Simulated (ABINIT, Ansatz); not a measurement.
## Lattice dynamics of Tb (P6_3/mmc) in two programs

How does Tb (P6_3/mmc) vibrate, and is this structure a minimum?

Main program and level: ABINIT 10.8.3; DFT PBE, scalar-relativistic, plane waves, PseudoDojo norm-conserving, 4f in core pseudopotentials.

## (1) The starting structure

It takes space group P6_3/mmc (No. 194, hexagonal). Conventional cell: a = 3.601 Å, b = 3.601 Å, c = 5.694 Å, α = 90.00°, β = 90.00°, γ = 120.00°. Nearest to Tb lie 12 Tb at 3.53 to 3.60 Å.

As a file:

```cif
data_structure
_symmetry_space_group_name_H-M 'P 1'
_symmetry_Int_Tables_number 1
_cell_length_a 3.6010
_cell_length_b 3.6010
_cell_length_c 5.6936
_cell_angle_alpha 90.000
_cell_angle_beta 90.000
_cell_angle_gamma 120.000
_cell_volume 63.94
loop_
_atom_site_label
_atom_site_type_symbol
_atom_site_fract_x
_atom_site_fract_y
_atom_site_fract_z
_atom_site_occupancy
Tb1 Tb 0.33333 0.66667 0.25000 1
Tb2 Tb 0.66667 0.33333 0.75000 1
```

## (2) A probe with smearing

A first run with smearing and empty bands tells whether the crystal has a gap, which decides between fixed occupations and smearing later on.

probe.abi reads:

```
# ground state
tolvrs 1.0d-08
prtden 1
prtwf 1

# basis, mesh and filling
ecut 21.0
ngkpt 6 6 4
nshiftk 1
shiftk 0.0 0.0 0.0
istwfk *1
occopt 7
tsmear 0.005
nband 18
nstep 100
diemac 9.0
prtebands 0
prtgsr 0

# cell and atoms
acell 3*1.0 Angstrom
rprim 
    3.601 0.0 0.0
    -1.8005 3.118557479 0.0
    0.0 0.0 5.6936
ntypat 1
znucl 65
natom 2
typat 1 1
xred 
    1/3 2/3 0.25
    2/3 1/3 0.75
pp_dirpath "./pseudo"
pseudos "Tb.upf"
```

Launch:

```console
OMP_NUM_THREADS=1 mpirun -n 16 abinit probe.abi > probe.log
```

Numbers of over 12 decimals in the logs are rounded to 6 here.

probe.abo, the main output file:

```text
[banners, grids, parts of the stress and lines that vanish by symmetry left out]
- input  file    -> probe.abi
- output file    -> probe.abo
- root for input  files -> probei
[...]
Symmetries : space group P6_3/m m c (#194); Bravais hP (primitive hexag.)
[...]
mpw =        2020          nfft =       43200          nkpt =          21
[...]
== DATASET  1 ==================================================================
[...]
-    --> not optimal distribution: autoparal keyword recommended in input file <--
[...]
cutoff_energies: {ecut:  21.0, pawecutdg:  -1.0, }
[...]
ETOT  1  -85.254990183569    -8.525E+01 3.852E-02 4.375E+00
 ETOT  2  -85.290621189081    -3.563E-02 3.821E-03 2.512E-01
 ETOT  3  -85.290699938287    -7.875E-05 1.232E-03 2.136E-03
 ETOT  4  -85.290700415810    -4.775E-07 7.514E-04 2.953E-05
 ETOT  5  -85.290700424637    -8.827E-09 3.088E-04 4.041E-07
 ETOT  6  -85.290700424714    -7.708E-11 2.107E-04 2.637E-09
 At SCF step    6       vres2   =  2.64E-09 < tolvrs=  1.00E-08 =>converged.
[...]
sigma(1 1)=  5.70583265E-06  sigma(3 2)=  0.00000000E+00
  sigma(2 2)=  5.70583277E-06  sigma(3 1)=  0.00000000E+00
  sigma(3 3)=  2.15230888E-05  sigma(2 1)=  0.00000000E+00
[...]
convergence: {deltae: -7.708E-11, res2:  2.637E-09, residm:  2.107E-04, diffor: null, }
etotal    :  -8.52907004E+01
[...]
sigma(1 1)=  5.70583265E-06  sigma(3 2)=  0.00000000E+00
  sigma(2 2)=  5.70583277E-06  sigma(3 1)=  0.00000000E+00
  sigma(3 3)=  2.15230888E-05  sigma(2 1)=  0.00000000E+00
[...]
- sigma(1 1)=  1.67871392E-01  sigma(3 2)=  0.00000000E+00
- sigma(2 2)=  1.67871396E-01  sigma(3 1)=  0.00000000E+00
- sigma(3 3)=  6.33231136E-01  sigma(2 1)=  0.00000000E+00
[...]
fcart      4.9461485982E-30  3.7123582921E-29 -0.0000000000E+00
           strten      5.7058326487E-06  5.7058327701E-06  2.1523088832E-05
================================================================================

[key lines of the parts left out:]
pressure_GPa:  -3.2299E-01
```

The job ended after 3.9 s (16 MPI ranks of Arm Neoverse V1, shared host; 60 s of CPU time).

Numbers from this step:

```yaml
volume_per_atom: 31.97 Å³
pressure: -0.3230 GPa
gap_on_the_k_mesh: 0 eV
```

No gap opens on this mesh, so smearing is kept; the printed pressure holds the stress of the finite basis too.

## (3) Relaxation

The harmonic expansion needs vanishing forces, and a free crystal bears no stress, so cell and atoms are brought to rest. Stress is more sensitive to the basis than forces are: the last 3 Ha under the cutoff are smoothed with ecutsm, and the cutoff is raised above that of the later runs.

relax.abi reads:

```
# relaxation
ionmov 2
optcell 2
dilatmx 1.08
ntime 40
tolmxf 1.0d-05
tolvrs 1.0d-14
prtwf 0
prtden 0
chksymtnons 0

# basis, mesh and filling
ecut 27.0
ecutsm 3.0
ngkpt 9 9 6
nshiftk 1
shiftk 0.0 0.0 0.0
istwfk *1
occopt 7
tsmear 0.01
nband 18
nstep 100
diemac 1000000.0
prtebands 0
prtgsr 0

# cell and atoms
acell 3*1.0 Angstrom
rprim 
    3.601 0.0 0.0
    -1.8005 3.118557479 0.0
    0.0 0.0 5.6936
ntypat 1
znucl 65
natom 2
typat 1 1
xred 
    1/3 2/3 0.25
    2/3 1/3 0.75
pp_dirpath "./pseudo"
pseudos "Tb.upf"
```

Launch:

```console
OMP_NUM_THREADS=1 mpirun -n 16 abinit relax.abi > relax.log
```

relax.abo, the main output file:

```text
[banners, grids, parts of the stress and lines that vanish by symmetry left out]
- input  file    -> relax.abi
- output file    -> relax.abo
- root for input  files -> relaxi
[...]
Symmetries : space group P6_3/m m c (#194); Bravais hP (primitive hexag.)
[...]
mpw =        3675          nfft =       77760          nkpt =          48
[...]
== DATASET  1 ==================================================================
[...]
cutoff_energies: {ecut:  27.0, pawecutdg:  -1.0, }
[...]
ETOT  1  -85.259031747955    -8.526E+01 3.855E-02 6.047E+00
 ETOT  2  -85.293098195835    -3.407E-02 1.354E-02 8.062E-02
 ETOT  3  -85.293113791391    -1.560E-05 3.010E-03 2.380E-03
 ETOT  4  -85.293114056088    -2.647E-07 8.776E-04 2.512E-05
 ETOT  5  -85.293114058821    -2.733E-09 8.116E-04 4.417E-07
[...]
At SCF step   10       vres2   =  1.21E-16 < tolvrs=  1.00E-14 =>converged.
[...]
sigma(1 1)= -1.44530230E-05  sigma(3 2)=  0.00000000E+00
  sigma(2 2)= -1.44530229E-05  sigma(3 1)=  0.00000000E+00
  sigma(3 3)= -2.91716321E-06  sigma(2 1)=  0.00000000E+00
[...]
convergence: {deltae: -1.094E-12, res2:  1.210E-16, residm:  1.763E-05, diffor: null, }
etotal    :  -8.52931141E+01
[...]
ETOT  1  -85.293116671602    -8.529E+01 2.144E-05 1.911E-02
[...]
At SCF step    8       vres2   =  3.60E-16 < tolvrs=  1.00E-14 =>converged.
[...]
sigma(1 1)= -1.30049163E-05  sigma(3 2)=  0.00000000E+00
  sigma(2 2)= -1.30049161E-05  sigma(3 1)=  0.00000000E+00
  sigma(3 3)= -1.97001144E-06  sigma(2 1)=  0.00000000E+00
[...]
convergence: {deltae: -1.350E-12, res2:  3.600E-16, residm:  2.830E-05, diffor: null, }
etotal    :  -8.52931193E+01
[...]
ETOT  1  -85.292946509964    -8.529E+01 2.686E-05 1.415E+00
[...]
At SCF step    9       vres2   =  3.36E-16 < tolvrs=  1.00E-14 =>converged.
[...]
sigma(1 1)= -6.45714241E-07  sigma(3 2)=  0.00000000E+00
  sigma(2 2)= -6.45714122E-07  sigma(3 1)=  0.00000000E+00
  sigma(3 3)=  5.67831421E-06  sigma(2 1)=  0.00000000E+00
[...]
convergence: {deltae:  9.379E-13, res2:  3.358E-16, residm:  8.611E-06, diffor: null, }
etotal    :  -8.52931412E+01
[...]
ETOT  1  -85.293141464025    -8.529E+01 6.258E-06 6.743E-04
[...]
At SCF step    7       vres2   =  4.79E-15 < tolvrs=  1.00E-14 =>converged.
[...]
sigma(1 1)= -4.14471819E-07  sigma(3 2)=  0.00000000E+00
  sigma(2 2)= -4.14471700E-07  sigma(3 1)=  0.00000000E+00
  sigma(3 3)=  5.44140307E-06  sigma(2 1)=  0.00000000E+00
[...]
convergence: {deltae:  2.842E-14, res2:  4.792E-15, residm:  3.547E-06, diffor: null, }
etotal    :  -8.52931416E+01
[...]
ETOT  1  -85.293125555021    -8.529E+01 1.209E-02 9.197E-02
[...]
At SCF step    8       vres2   =  7.71E-15 < tolvrs=  1.00E-14 =>converged.
[...]
sigma(1 1)=  5.68327881E-07  sigma(3 2)=  0.00000000E+00
  sigma(2 2)=  5.68328000E-07  sigma(3 1)=  0.00000000E+00
  sigma(3 3)=  8.19752362E-07  sigma(2 1)=  0.00000000E+00
[...]
convergence: {deltae: -3.837E-13, res2:  7.711E-15, residm:  2.313E-06, diffor: null, }
etotal    :  -8.52931446E+01
[...]
ETOT  1  -85.293144257188    -8.529E+01 4.139E-03 3.281E-03
[...]
At SCF step    7       vres2   =  8.55E-15 < tolvrs=  1.00E-14 =>converged.
[...]
sigma(1 1)=  1.46570522E-07  sigma(3 2)=  0.00000000E+00
  sigma(2 2)=  1.46570641E-07  sigma(3 1)=  0.00000000E+00
  sigma(3 3)=  1.16650833E-07  sigma(2 1)=  0.00000000E+00
[...]
convergence: {deltae: -7.105E-13, res2:  8.554E-15, residm:  1.798E-06, diffor: null, }
etotal    :  -8.52931447E+01
[...]
ETOT  1  -85.293144691210    -8.529E+01 4.895E-06 2.162E-04
[...]
ETOT  6  -85.293144720479     7.105E-14 5.489E-07 1.049E-13
 ETOT  7  -85.293144720479     2.842E-14 1.742E-07 4.017E-16
 At SCF step    7       vres2   =  4.02E-16 < tolvrs=  1.00E-14 =>converged.
[...]
sigma(1 1)=  3.15019381E-09  sigma(3 2)=  0.00000000E+00
  sigma(2 2)=  3.15031311E-09  sigma(3 1)=  0.00000000E+00
  sigma(3 3)= -2.08105904E-09  sigma(2 1)=  0.00000000E+00
[...]
convergence: {deltae:  2.842E-14, res2:  4.017E-16, residm:  1.742E-07, diffor: null, }
etotal    :  -8.52931447E+01
[...]
At Broyd/MD step   7, gradients are converged :
[...]
sigma(1 1)=  3.15019381E-09  sigma(3 2)=  0.00000000E+00
  sigma(2 2)=  3.15031311E-09  sigma(3 1)=  0.00000000E+00
  sigma(3 3)= -2.08105904E-09  sigma(2 1)=  0.00000000E+00
[...]
- sigma(1 1)=  9.26819017E-05  sigma(3 2)=  0.00000000E+00
- sigma(2 2)=  9.26854118E-05  sigma(3 1)=  0.00000000E+00
- sigma(3 3)= -6.12268708E-05  sigma(2 1)=  0.00000000E+00
[...]
fcart     -2.9525286273E-29 -8.5232159889E-29 -0.0000000000E+00
           strten      3.1501938107E-09  3.1503131137E-09 -2.0810590395E-09
================================================================================

[key lines of the parts left out:]
pressure_GPa:  -4.1380E-05
Total energy (etotal) [Ha]= -8.52931447204786E+01
```

Run time: 45 s. Hardware: 16 MPI ranks.

The steps of the relaxation:

| step | energy less that of the first step (eV) | largest force (eV/Å) | volume (Å³) |
| --- | --- | --- | --- |
| 1 | 0.0000 | 0.0000 | 63.94 |
| 2 | -0.0001 | 0.0000 | 64.00 |
| 3 | -0.0007 | 0.0000 | 64.52 |
| 4 | -0.0007 | 0.0000 | 64.53 |
| 5 | -0.0008 | 0.0000 | 64.50 |
| 6 | -0.0008 | 0.0000 | 64.47 |
| 7 | -0.0008 | 0.0000 | 64.47 |

| conventional cell, symmetrised | before | after | change |
| --- | --- | --- | --- |
| a (Å) | 3.601 | 3.619 | +0.5 % |
| b (Å) | 3.601 | 3.619 | +0.5 % |
| c (Å) | 5.694 | 5.682 | -0.2 % |
| volume (Å³/atom) | 31.97 | 32.23 | +0.8 % |

Final coordinates:

```cif
data_structure
_symmetry_space_group_name_H-M 'P 1'
_symmetry_Int_Tables_number 1
_cell_length_a 3.6195
_cell_length_b 3.6195
_cell_length_c 5.6822
_cell_angle_alpha 90.000
_cell_angle_beta 90.000
_cell_angle_gamma 120.000
_cell_volume 64.47
loop_
_atom_site_label
_atom_site_type_symbol
_atom_site_fract_x
_atom_site_fract_y
_atom_site_fract_z
_atom_site_occupancy
Tb1 Tb 0.33333 0.66667 0.25000 1
Tb2 Tb 0.66667 0.33333 0.75000 1
```

Read from the output:

```
volume per atom : 32.23 Å³
pressure        : -4.14e-5 GPa
```

The volume changes by +0.8 % in this run and stands +0.8 % from the first cell.

## (4) Self-consistent run for the response

First-order wavefunctions inherit every error of the ground state, hence the very tight tolvrs. Smearing stays on, as the first look found no gap above 0.3 eV.

gs.abi reads:

```
# ground state
tolvrs 1.0d-16
prtden 1
prtwf 1

# basis, mesh and filling
ecut 21.0
ngkpt 12 12 6
nshiftk 1
shiftk 0.0 0.0 0.0
istwfk *1
occopt 7
tsmear 0.01
nband 18
nstep 100
diemac 1000000.0
prtebands 0
prtgsr 0

# cell and atoms
acell 3*1.0 Angstrom
rprim 
    3.61949028 0.0 0.0
    -1.80974514 3.134570531 0.0
    0.0 0.0 5.682184591
ntypat 1
znucl 65
natom 2
typat 1 1
xred 
    1/3 2/3 0.25
    2/3 1/3 0.75
pp_dirpath "./pseudo"
pseudos "Tb.upf"
```

Launch:

```console
OMP_NUM_THREADS=1 mpirun -n 16 abinit gs.abi > gs.log
```

gs.abo, the main output file:

```text
[banners, grids, parts of the stress and lines that vanish by symmetry left out]
- input  file    -> gs.abi
- output file    -> gs.abo
- root for input  files -> gsi
[...]
Symmetries : space group P6_3/m m c (#194); Bravais hP (primitive hexag.)
[...]
mpw =        2031          nfft =       43200          nkpt =          76
[...]
== DATASET  1 ==================================================================
[...]
cutoff_energies: {ecut:  21.0, pawecutdg:  -1.0, }
[...]
ETOT  1  -85.261091192845    -8.526E+01 5.631E-02 3.690E+00
 ETOT  2  -85.292318607081    -3.123E-02 7.206E-03 6.157E-02
 ETOT  3  -85.292340493596    -2.189E-05 9.096E-04 9.967E-04
 ETOT  4  -85.292340657028    -1.634E-07 7.082E-04 1.732E-05
 ETOT  5  -85.292340661066    -4.039E-09 7.346E-04 3.562E-07
[...]
ETOT  9  -85.292340661146    -2.700E-13 1.417E-04 6.379E-15
 ETOT 10  -85.292340661145     1.464E-12 1.045E-04 6.253E-17
 At SCF step   10       vres2   =  6.25E-17 < tolvrs=  1.00E-16 =>converged.
[...]
sigma(1 1)=  2.17215040E-05  sigma(3 2)=  0.00000000E+00
  sigma(2 2)=  2.17215050E-05  sigma(3 1)=  0.00000000E+00
  sigma(3 3)=  2.11735904E-05  sigma(2 1)=  0.00000000E+00
[...]
convergence: {deltae:  1.464E-12, res2:  6.253E-17, residm:  1.045E-04, diffor: null, }
etotal    :  -8.52923407E+01
[...]
sigma(1 1)=  2.17215040E-05  sigma(3 2)=  0.00000000E+00
  sigma(2 2)=  2.17215050E-05  sigma(3 1)=  0.00000000E+00
  sigma(3 3)=  2.11735904E-05  sigma(2 1)=  0.00000000E+00
[...]
- sigma(1 1)=  6.39068712E-01  sigma(3 2)=  0.00000000E+00
- sigma(2 2)=  6.39068742E-01  sigma(3 1)=  0.00000000E+00
- sigma(3 3)=  6.22948536E-01  sigma(2 1)=  0.00000000E+00
[...]
fcart      5.5113867675E-28  5.0002867107E-28 -0.0000000000E+00
           strten      2.1721504032E-05  2.1721505022E-05  2.1173590388E-05
================================================================================

[key lines of the parts left out:]
pressure_GPa:  -6.3370E-01
```

Elapsed: 8.9 s, on 16 MPI ranks.

Numbers from this step:

| Item | Value |
| --- | --- |
| pressure | -0.6337 GPa |

The cell stands at -0.63 GPa: the relaxation ran with a smoothed and higher cutoff and on another k mesh.

(Continued in part 2 of 4.)

[Host names and launcher messages were left out of these logs when they were recorded.]

[Logs are printed without paths, hosts, clocks, repeated set-up lines and the standing remarks that a program may print on its own settings, such as how far it seeks lower states.]

[Hosts, paths, dates, database ids (printed as entryN), source tags and the programs' standing remarks are cut or masked in the printed files.]
